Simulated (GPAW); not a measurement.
## How the form of the self-energy moves the gap of BeZn3Te4 (ordered alloy, started on the wurtzite lattice) (P3m1)

How much does the gap of BeZn3Te4 (ordered alloy, started on the wurtzite lattice) (P3m1) depend on the approximation to the self-energy?

Main program and level: GPAW 26.7.0; PBE and many-body steps on it, plane waves.

The structure was built from a prototype and need not be the compound's stable phase.

## (1) Starting point

It takes space group P3m1 (No. 156, trigonal). Conventional cell: a = 4.269 Å, b = 4.269 Å, c = 14.049 Å, α = 90.00°, β = 90.00°, γ = 120.00°. Be has 4 Te at 2.46 to 2.57 Å nearest. Nearest to Zn lie 4 Te at 2.64 to 2.66 Å. Nearest to Te lie 1 Be at 2.46 Å and 3 Zn at 2.64 Å. Te has 4 Zn at 2.64 to 2.66 Å nearest. Nearest to Zn lie 4 Te at 2.64 to 2.67 Å. Farther neighbours and most contacts between anions are not listed.

As a file:

```cif
data_structure
_symmetry_space_group_name_H-M 'P3m1'
_symmetry_Int_Tables_number 156
_cell_length_a 4.2688
_cell_length_b 4.2688
_cell_length_c 14.0487
_cell_angle_alpha 90.000
_cell_angle_beta 90.000
_cell_angle_gamma 120.000
_cell_volume 221.71
loop_
_atom_site_label
_atom_site_type_symbol
_atom_site_symmetry_multiplicity
_atom_site_Wyckoff_symbol
_atom_site_fract_x
_atom_site_fract_y
_atom_site_fract_z
_atom_site_occupancy
Be1 Be 1 b 0.33333 0.66667 0.00029 1
Zn1 Zn 1 c 0.66667 0.33333 0.24382 1
Te1 Te 1 b 0.33333 0.66667 0.17549 1
Te2 Te 1 c 0.66667 0.33333 0.43301 1
Zn2 Zn 1 b 0.33333 0.66667 0.50082 1
Zn3 Zn 1 c 0.66667 0.33333 0.75824 1
Te3 Te 1 b 0.33333 0.66667 0.69035 1
Te4 Te 1 c 0.66667 0.33333 0.94799 1
```

The structure was relaxed with PBE. The structure type comes from a generator and need not be one that this composition takes. The runs that relaxed it are not among those shown. Spin-orbit coupling is left out unless a step names it.

## (2) Empty states on the mesh, 3×3×1 mesh, 370 bands

This step: GPAW 26.7.0; DFT, PBE, plane waves, PAW.

The sums over transitions need many empty states on a uniform mesh; this step solves for them.

Contents of run.py:

```python
import json
import numpy as np
from gpaw.mpi import world
from gpaw import GPAW

calc = GPAW('gs.gpw').fixed_density(kpts={'size': (3, 3, 1), 'gamma': True},
    nbands=431,
    convergence={'bands': 370},
    txt='nscf.txt')
calc.write('full.gpw', mode='all')
res = {}
kpts = calc.get_ibz_k_points()
res['kpts'] = kpts
res['eigenvalues'] = [calc.get_eigenvalues(kpt=k) for k in range(len(kpts))]
res['n_electrons'] = calc.get_number_of_electrons()

if world.rank == 0:
    with open('result.json', 'w') as f:
        json.dump(res, f, default=lambda x: x.tolist())
```

The run is started by

```console
$ mpirun -n 8 gpaw python run.py
```

Numbers of over 12 decimals in the logs are rounded to 6 here.

The log of the run:

```text
Diagonalizing LCAO Hamiltonian
Converting LCAO to pw mode
convergence criteria:
- Maximum integral of absolute [eigenst]ate change: 4e-08 eV^2 / valence electron
maximum number of iterations: 100

SCF iterations
|iter     |     time |      energy | eigst |  dens |
|iter:   1|  |             | +4.74 |       |
|iter:   2|  |             | +3.57 |       |
|iter:   3|  |             | +2.67 |       |
[...]
|iter:  23|  |             | -7.29 |       |
|iter:  24|  |             | -7.39 |       |
|iter:  25|  |             | -7.66c|       |
SCF steps: 25
  __  _  _
 | _ |_)|_||  |
 |__||  | ||/\| - 26.7.0

Input parameters:
  mode=PW(ecut=600.0),
  convergence={'bands': 370},
  gpts=array([25, 25, 80]),
  kpts=MonkhorstPack(size=(3, 3, 1), gamma=True),
  maxiter=100,
  nbands=431,
  occupations=Occupations(name='fermi-dirac', width=0.001, fixmagmom=False),
  parallel={},
  xc=XC(name='PBE')
# Writing to full.gpw (mode='all')
  [... matrices ...]

timing:  # [seconds]
  Total: 0.121  # ━━━━━━━━━━━━━━━━━━━━━━━━━━━━━━━━━━━━━━━━━━━━━━━━━━━━━━━━━━━
```

Run time: 2 min. Hardware: 8 MPI ranks of Arm Neoverse V1, shared host; peak memory 1.8 GiB.

Numbers from this step:

```
gap                                                           : 1.469 eV
k of the valence top                                          : 0, 0, 0
k of the conduction bottom                                    : 0, 0, 0
least direct gap                                              : 1.469 eV
k points computed                                             : 3
lowest point of the top converged band, above the valence top : 68.5887 eV
```

On this mesh the gap is 1.469 eV.

## (3) G0W0, Godby-Needs plasmon pole

G0W0 replaces the xc potential by the self-energy, built once from these orbitals. Only a window of levels is corrected, while the sums run over the empty bands that the input names.

This step: G0W0 on PBE, plane waves, PAW.

Contents of run.py:

```python
import json
import numpy as np
from gpaw.mpi import world
from gpaw.response.g0w0 import G0W0

gw = G0W0('full.gpw',
    filename='gw',
    kpts=[0],
    bands=(29, 33),
    ecut=48,
    nbands=167,
    integrate_gamma='WS',
    ppa=True)
gw.calculate()
res = {mode: {k: v for k, v in r.items() if k != 'sigma_eskwn'}
       for mode, r in gw.all_results.items()}

if world.rank == 0:
    with open('result.json', 'w') as f:
        json.dump(res, f, default=lambda x: x.tolist())
```

The run is started by

```console
$ mpirun -n 8 gpaw python run.py
```

The log of the run:

```text
Using integrator: PointIntegrator
FrequencyGridDescriptor(from 0.000+0.000j to 0.000+27.211j eV, 2 points)
Nonperiodic BCs:  [False False False]
Using integrator: PointIntegrator
FrequencyGridDescriptor(from 0.000+0.000j to 0.000+27.211j eV, 2 points)
Nonperiodic BCs:  [False False False]
  ___  _ _ _
 |   || | | |
 | | || | | |
 |__ ||_____|
 |___|

BZ k-points: Symmetries present (total): 6

  [... matrices ...]
9 k-points: 3 x 3 x 1 Monkhorst-Pack grid
3 k-points in the irreducible part of the Brillouin zone
       k-points in crystal coordinates                weights
   0:     0.00000000    0.00000000    0.00000000          1/9
   1:     0.33333333    0.00000000    0.00000000          6/9
   2:     0.33333333    0.33333333    0.00000000          2/9

Distributing spins, k-points and bands (1 x 1 x 4) over 8 processes
Number of blocks: 1

Quasi particle states:
k-points (IBZ indices): [0]
Band range: (29, 33)
  [... matrices ...]
Computational parameters:
Plane wave cut-off: 48 eV
Number of bands: 167
Coulomb cutoff: None
Broadening: 0.1 eV

fxc modes: GW
Kernel: RPA
Using Godby-Needs plasmon-pole approximation:
  Fitting energy: i*E0, E0 = 1.000 Hartree
Summing all q:

Calculating screened Coulomb potential
No Coulomb truncation
FrequencyGridDescriptor(from 0.000+0.000j to 0.000+27.211j eV, 2 points)
Removing empty qpoint cache files...

Calculating chi0 body with:
    Ground state adapter containing:
    Number of spins: 1
    Number of kpoints: 9
    Number of irreducible kpoints: 3
    Number of completely occupied states: 31
    Number of partially occupied states: 31
    Occupied states memory: 23.651123046875 M / cpu

    Linear response parametrization:
    q_c: [0.0, 0.0, 0.0]
    Number of frequency points: 2
    Planewave cutoff: 48.0
    Number of bands: 167
    Number of planewaves: 177
    Broadening (eta): 1e-06
    comm.size: 8
    kncomm.size: 8
    blockcomm.size: 1

    Memory estimate of potentially large arrays:
        chi0_wGG: 0.956085 M / cpu
Integrating chi0 body.

Symmetries of q_c:
    Direct symmetries (Uq -> q): 6
    Indirect symmetries (TUq -> q): 6
In total 12 allowed symmetries.

  [... matrices ...]
3 groups of equivalent kpoints. 66.666667% reduction.

Integral kind: response function
Integrating chi0 head and wings.

Symmetries of q_c:
    Direct symmetries (Uq -> q): 6
    Indirect symmetries (TUq -> q): 6
In total 12 allowed symmetries.

  [... matrices ...]
3 groups of equivalent kpoints. 66.666667% reduction.

Integral kind: response function wings

Calculating chi0 body with:
    Ground state adapter containing:
    Number of spins: 1
    Number of kpoints: 9
    Number of irreducible kpoints: 3
    Number of completely occupied states: 31
    Number of partially occupied states: 31
    Occupied states memory: 23.651123046875 M / cpu

[... the further q-points ...]

Results:
f:      Occupation numbers
eps:     KS-eigenvalues [eV]
vxc:     KS vxc [eV]
exx:     Exact exchange [eV]
sigma:   Self-energies [eV]
dsigma:  Self-energy derivatives
Z:       Renormalization factors
qp:      QP-energies [eV]

k-point 0 (0): (0.000, 0.000, 0.000)                GW
band       f     eps     vxc     exx   sigma  dsigma       Z      qp
                                                                   GW
  29   1.000   4.021 -16.433 -18.717   2.024  -0.262   0.792   3.815
  30   1.000   4.021 -16.433 -18.717   2.025  -0.262   0.792   3.815
  31   0.000   5.490 -14.044  -9.660  -3.258  -0.250   0.800   6.391
  32   0.000   5.835 -12.380  -8.137  -3.446  -0.256   0.796   6.470
```

Elapsed: 22 s, on 8 MPI ranks; peak memory 3.5 GiB; 2.9 min of CPU time.

Numbers from this step:

| Property | Result |
| --- | --- |
| G0W0 gap on the points computed | 2.575 eV |
| least direct G0W0 gap on the computed points | 2.575 eV |
| Z at the valence top | 0.7924 |
| Z at the conduction bottom | 0.8003 |
| starting gap on the mesh | 1.469 eV |
| k of the valence top | 0, 0, 0 |
| k of the conduction bottom | 0, 0, 0 |

The gap on the mesh goes from 1.47 eV to 2.58 eV, a correction of +1.11 eV.

## (4) One-shot HSE06

This step: one-shot HSE06 levels on PBE orbitals, plane waves, PAW.

Contents of run.py:

```python
import json
import numpy as np
from gpaw.mpi import world
from gpaw.hybrids.eigenvalues import non_self_consistent_eigenvalues

dft, vxc, vxc_hyb = non_self_consistent_eigenvalues('full.gpw', 'HSE06', 29, 33, kpt_indices=[0])
res = {'dft': dft[0], 'hybrid': (dft - vxc + vxc_hyb)[0]}
if world.rank == 0:
    with open('hybrid.txt', 'w') as f:
        for k, e0, e1 in zip([0], res['dft'], res['hybrid']):
            print(k, ' '.join(f'{x:9.4f}' for x in e0), '|', ' '.join(f'{x:9.4f}' for x in e1), file=f)

if world.rank == 0:
    with open('result.json', 'w') as f:
        json.dump(res, f, default=lambda x: x.tolist())
```

The run is started by

```console
$ mpirun -n 8 gpaw python run.py
```

The log of the run:

```text
IBZ(<points: 3, symmetries: 6>)
Occupied bands: 31
Transforming wave functions from IBZ to BZ: 0.052 seconds
Distributing wave functions and iFFT-ing to real space: 0.095 seconds
Calculating eigenvalues:
  k-points: 1
  Bands: 29-32 (inclusive)
  Seconds: 0.306 (wave-function broadcasting: 0.013 seconds)
HSE06-eigenvalue shifts:
  min: -0.520 eV
  ave: -0.072 eV
  max: 0.393 eV
```

Elapsed: 3.3 s, on 8 MPI ranks; peak memory 0.93 GiB.

Numbers from this step:

| Property | Result |
| --- | --- |
| starting gap on the mesh | 1.469 eV |
| hybrid gap on the mesh | 2.382 eV |
| least direct hybrid gap on the computed points | 2.382 eV |

## (5) G0W0, extrapolated in the cutoff

This step: G0W0 on PBE, plane waves, PAW.

Contents of run.py:

```python
import json
import numpy as np
from gpaw.mpi import world
from gpaw.response.g0w0 import G0W0

gw = G0W0('full.gpw',
    filename='gw',
    kpts=[0],
    bands=(29, 33),
    ecut=80.0,
    integrate_gamma='WS',
    ppa=True,
    ecut_extrapolation=True)
gw.calculate()
res = {mode: {k: v for k, v in r.items() if k != 'sigma_eskwn'}
       for mode, r in gw.all_results.items()}

if world.rank == 0:
    with open('result.json', 'w') as f:
        json.dump(res, f, default=lambda x: x.tolist())
```

The run is started by

```console
$ mpirun -n 8 gpaw python run.py
```

The log of the run:

```text
Using integrator: PointIntegrator
FrequencyGridDescriptor(from 0.000+0.000j to 0.000+27.211j eV, 2 points)
Nonperiodic BCs:  [False False False]
Using integrator: PointIntegrator
FrequencyGridDescriptor(from 0.000+0.000j to 0.000+27.211j eV, 2 points)
Nonperiodic BCs:  [False False False]
  ___  _ _ _
 |   || | | |
 | | || | | |
 |__ ||_____|
 |___|

BZ k-points: Symmetries present (total): 6

  [... matrices ...]
9 k-points: 3 x 3 x 1 Monkhorst-Pack grid
3 k-points in the irreducible part of the Brillouin zone
       k-points in crystal coordinates                weights
   0:     0.00000000    0.00000000    0.00000000          1/9
   1:     0.33333333    0.00000000    0.00000000          6/9
   2:     0.33333333    0.33333333    0.00000000          2/9

Distributing spins, k-points and bands (1 x 1 x 4) over 8 processes
Number of blocks: 1

Quasi particle states:
k-points (IBZ indices): [0]
Band range: (29, 33)
  [... matrices ...]
Computational parameters:
Extrapolating to infinite plane wave cut-off using points at:
  68.942 eV
  73.959 eV
  80.000 eV
Number of bands: 360
Coulomb cutoff: None
Broadening: 0.1 eV

fxc modes: GW
Kernel: RPA
Using Godby-Needs plasmon-pole approximation:
  Fitting energy: i*E0, E0 = 1.000 Hartree
Summing all q:

Calculating screened Coulomb potential
No Coulomb truncation
FrequencyGridDescriptor(from 0.000+0.000j to 0.000+27.211j eV, 2 points)
Removing empty qpoint cache files...

Calculating chi0 body with:
    Ground state adapter containing:
    Number of spins: 1
    Number of kpoints: 9
    Number of irreducible kpoints: 3
    Number of completely occupied states: 31
    Number of partially occupied states: 31
    Occupied states memory: 23.651123046875 M / cpu

    Linear response parametrization:
    q_c: [0.0, 0.0, 0.0]
    Number of frequency points: 2
    Planewave cutoff: 80.0
    Number of bands: 360
    Number of planewaves: 339
    Broadening (eta): 1e-06
    comm.size: 8
    kncomm.size: 8
    blockcomm.size: 1

    Memory estimate of potentially large arrays:
        chi0_wGG: 3.507111 M / cpu
Integrating chi0 body.

Symmetries of q_c:
    Direct symmetries (Uq -> q): 6
    Indirect symmetries (TUq -> q): 6
In total 12 allowed symmetries.

  [... matrices ...]
3 groups of equivalent kpoints. 66.666667% reduction.

Integral kind: response function
Integrating chi0 head and wings.

Symmetries of q_c:
    Direct symmetries (Uq -> q): 6
    Indirect symmetries (TUq -> q): 6
In total 12 allowed symmetries.

  [... matrices ...]
3 groups of equivalent kpoints. 66.666667% reduction.

Integral kind: response function wings

Calculating chi0 body with:
    Ground state adapter containing:
    Number of spins: 1
    Number of kpoints: 9
    Number of irreducible kpoints: 3
    Number of completely occupied states: 31
    Number of partially occupied states: 31
    Occupied states memory: 23.651123046875 M / cpu

[... the further q-points ...]
Extrapolating selfenergy to infinite energy cutoff:
  Performing linear fit to 3 points
  Minimum R^2 = 0.9987. (R^2 Should be close to 1)
  [... matrices ...]
Results:
f:      Occupation numbers
eps:     KS-eigenvalues [eV]
vxc:     KS vxc [eV]
exx:     Exact exchange [eV]
sigma:   Self-energies [eV]
dsigma:  Self-energy derivatives
Z:       Renormalization factors
qp:      QP-energies [eV]

k-point 0 (0): (0.000, 0.000, 0.000)                GW
band       f     eps     vxc     exx   sigma  dsigma       Z      qp
                                                                   GW
  29   1.000   4.021 -16.433 -18.717   1.368  -0.276   0.784   3.303
  30   1.000   4.021 -16.433 -18.717   1.369  -0.276   0.784   3.303
  31   0.000   5.490 -14.044  -9.660  -3.901  -0.256   0.796   5.874
  32   0.000   5.835 -12.380  -8.137  -3.992  -0.261   0.793   6.035
```

It took 84 s on 8 MPI ranks; peak memory 4.7 GiB.

Numbers from this step:

| Item | Value |
| --- | --- |
| quasiparticle gap on the points computed | 2.571 eV |
| least direct quasiparticle gap on the computed points | 2.571 eV |
| Z at the valence top | 0.7838 |
| Z at the conduction bottom | 0.7963 |
| starting gap on the mesh | 1.469 eV |
| k of the valence top | 0, 0, 0 |
| k of the conduction bottom | 0, 0, 0 |
| gaps at the cutoffs of the extrapolation | 2.564, 2.567, 2.565 eV |

Against G0W0 in GPAW (3×3×1 mesh, 167 bands, screening to 48 eV, Godby-Needs plasmon pole), the gap moves by −0.005 eV.

## (6) One-shot Hartree-Fock

This step: one-shot Hartree-Fock levels on PBE orbitals, plane waves, PAW.

Contents of run.py:

```python
import json
import numpy as np
from gpaw.mpi import world
from gpaw.hybrids.eigenvalues import non_self_consistent_eigenvalues

dft, vxc, vxc_hyb = non_self_consistent_eigenvalues('full.gpw', 'EXX', 29, 33, kpt_indices=[0])
res = {'dft': dft[0], 'hybrid': (dft - vxc + vxc_hyb)[0]}
if world.rank == 0:
    with open('hybrid.txt', 'w') as f:
        for k, e0, e1 in zip([0], res['dft'], res['hybrid']):
            print(k, ' '.join(f'{x:9.4f}' for x in e0), '|', ' '.join(f'{x:9.4f}' for x in e1), file=f)

if world.rank == 0:
    with open('result.json', 'w') as f:
        json.dump(res, f, default=lambda x: x.tolist())
```

The run is started by

```console
$ mpirun -n 8 gpaw python run.py
```

The log of the run:

```text
IBZ(<points: 3, symmetries: 6>)
Occupied bands: 31
Transforming wave functions from IBZ to BZ: 0.049 seconds
Distributing wave functions and iFFT-ing to real space: 0.095 seconds
Calculating eigenvalues:
  k-points: 1
  Bands: 29-32 (inclusive)
  Seconds: 0.351 (wave-function broadcasting: 0.013 seconds)
HSE06-eigenvalue shifts:
  min: -2.284 eV
  ave: 1.015 eV
  max: 4.384 eV
```

Elapsed: 3.1 s, on 8 MPI ranks; peak memory 0.95 GiB.

This step gave:

* starting gap on the mesh: 1.469 eV
* hybrid gap on the mesh: 8.137 eV
* least direct hybrid gap on the computed points: 8.137 eV

## (7) G0W0, full frequency, Hilbert transform

This step: G0W0 on PBE, plane waves, PAW.

Contents of run.py:

```python
import json
import numpy as np
from gpaw.mpi import world
from gpaw.response.g0w0 import G0W0

gw = G0W0('full.gpw',
    filename='gw',
    kpts=[0],
    bands=(29, 33),
    ecut=48,
    nbands=167,
    integrate_gamma='WS',
    frequencies={'type': 'nonlinear', 'domega0': 0.1, 'omega2': 15.0},
    eta=0.1,
    nblocksmax=True)
gw.calculate()
res = {mode: {k: v for k, v in r.items() if k != 'sigma_eskwn'}
       for mode, r in gw.all_results.items()}

if world.rank == 0:
    with open('result.json', 'w') as f:
        json.dump(res, f, default=lambda x: x.tolist())
```

The run is started by

```console
$ mpirun -n 8 gpaw python run.py
```

The log of the run:

```text
Using integrator: PointIntegrator
NonLinearFrequencyDescriptor(from 0.000 to 49.425 eV, 210 points)
Nonperiodic BCs:  [False False False]
Using integrator: PointIntegrator
NonLinearFrequencyDescriptor(from 0.000 to 49.425 eV, 210 points)
Nonperiodic BCs:  [False False False]
  ___  _ _ _
 |   || | | |
 | | || | | |
 |__ ||_____|
 |___|

BZ k-points: Symmetries present (total): 6

  [... matrices ...]
9 k-points: 3 x 3 x 1 Monkhorst-Pack grid
3 k-points in the irreducible part of the Brillouin zone
       k-points in crystal coordinates                weights
[...]
Results:
f:      Occupation numbers
eps:     KS-eigenvalues [eV]
vxc:     KS vxc [eV]
exx:     Exact exchange [eV]
sigma:   Self-energies [eV]
dsigma:  Self-energy derivatives
Z:       Renormalization factors
qp:      QP-energies [eV]

k-point 0 (0): (0.000, 0.000, 0.000)                GW
band       f     eps     vxc     exx   sigma  dsigma       Z      qp
                                                                   GW
  29   1.000   4.021 -16.433 -18.717   2.027  -0.303   0.768   3.823
  30   1.000   4.021 -16.433 -18.717   2.027  -0.303   0.768   3.823
  31   0.000   5.490 -14.044  -9.660  -3.223  -0.293   0.773   6.387
  32   0.000   5.835 -12.380  -8.137  -3.403  -0.295   0.772   6.484
```

Run time: 36 s. Hardware: 8 MPI ranks; peak memory 3.4 GiB.

This step gave:

```
G0W0 gap on the points computed              : 2.564 eV
least direct G0W0 gap on the computed points : 2.564 eV
starting gap on the mesh                     : 1.469 eV
k of the valence top                         : 0, 0, 0
k of the conduction bottom                   : 0, 0, 0
```

Against G0W0 in GPAW (3×3×1 mesh, 167 bands, screening to 48 eV, Godby-Needs plasmon pole), the gap moves by −0.011 eV.

## (8) Side by side

Times are wall times on 8 MPI ranks of Arm Neoverse V1, shared host, good to a factor of about two.

| run | mesh | bands | screening cutoff (eV) | DFT gap (eV) | gap on the mesh (eV) | direct (eV) | time |
| --- | --- | --- | --- | --- | --- | --- | --- |
| G0W0, Godby-Needs plasmon pole | 3×3×1 | 167 | 48 | 1.469 | 2.575 | 2.575 | 22 s |
| one-shot HSE06 | 3×3×1 | - | - | 1.469 | 2.382 | 2.382 | 3.3 s |
| G0W0, extrapolated in the cutoff | 3×3×1 | - | 80 | 1.469 | 2.571 | 2.571 | 84 s |
| one-shot Hartree-Fock | 3×3×1 | - | - | 1.469 | 8.137 | 8.137 | 3.1 s |
| G0W0, full frequency, Hilbert transform | 3×3×1 | 167 | 48 | 1.469 | 2.564 | 2.564 | 36 s |

## (9) Results

```yaml
g0w0_godby_needs_plasmon_pole: 2.575 eV
one_shot_hse06: 2.382 eV
g0w0_extrapolated_in_the_cutoff: 2.571 eV
one_shot_hartree_fock: 8.137 eV
g0w0_full_frequency_hilbert_transform: 2.564 eV
known_limits: not at the basis limit; no spin-orbit coupling; coarse k mesh
```

What this shows: One-shot HSE06: −0.193 eV against G0W0, Godby-Needs plasmon pole. G0W0, extrapolated in the cutoff: −0.005 eV against G0W0, Godby-Needs plasmon pole, at other bands or cutoff, so not like for like. One-shot Hartree-Fock: +5.561 eV against G0W0, Godby-Needs plasmon pole. G0W0, full frequency, Hilbert transform: −0.011 eV against G0W0, Godby-Needs plasmon pole. Bare exchange alone opens the gap to 8.14 eV; against G0W0, correlation takes back 5.56 eV. One-shot hybrid levels are evaluated on the PBE orbitals. Bands and cutoff are finite, so the gap is not at the basis limit. The miss can reach some tenths of an eV and take either sign; the mesh is an error of its own. These stock PAW sets were not made for GW; the filled d or f shell of Te lies in the frozen core, which bears on start and correction. In the G0W0 runs levels were corrected at 1 k point alone, so a gap called «on the mesh» is the least over those, and an edge elsewhere would be missed. The 3×3×1 mesh is coarse for this cell, which bears on the long-range parts of exchange and screening. The many-body steps are scalar-relativistic: spin-orbit coupling is not in them.

[Paths, hosts, dates, memory and timing lines, banners, echoed tables and standing remarks are left out of the program output.]

[Logs are printed without paths, hosts, clocks, repeated set-up lines and the standing remarks that a program may print on its own settings, such as how far it seeks lower states.]

[Runs of the session that timed out or met a known fault of the program may be left out.]

[Hosts, paths, dates, database ids (printed as entryN), source tags and the programs' standing remarks are cut or masked in the printed files.]
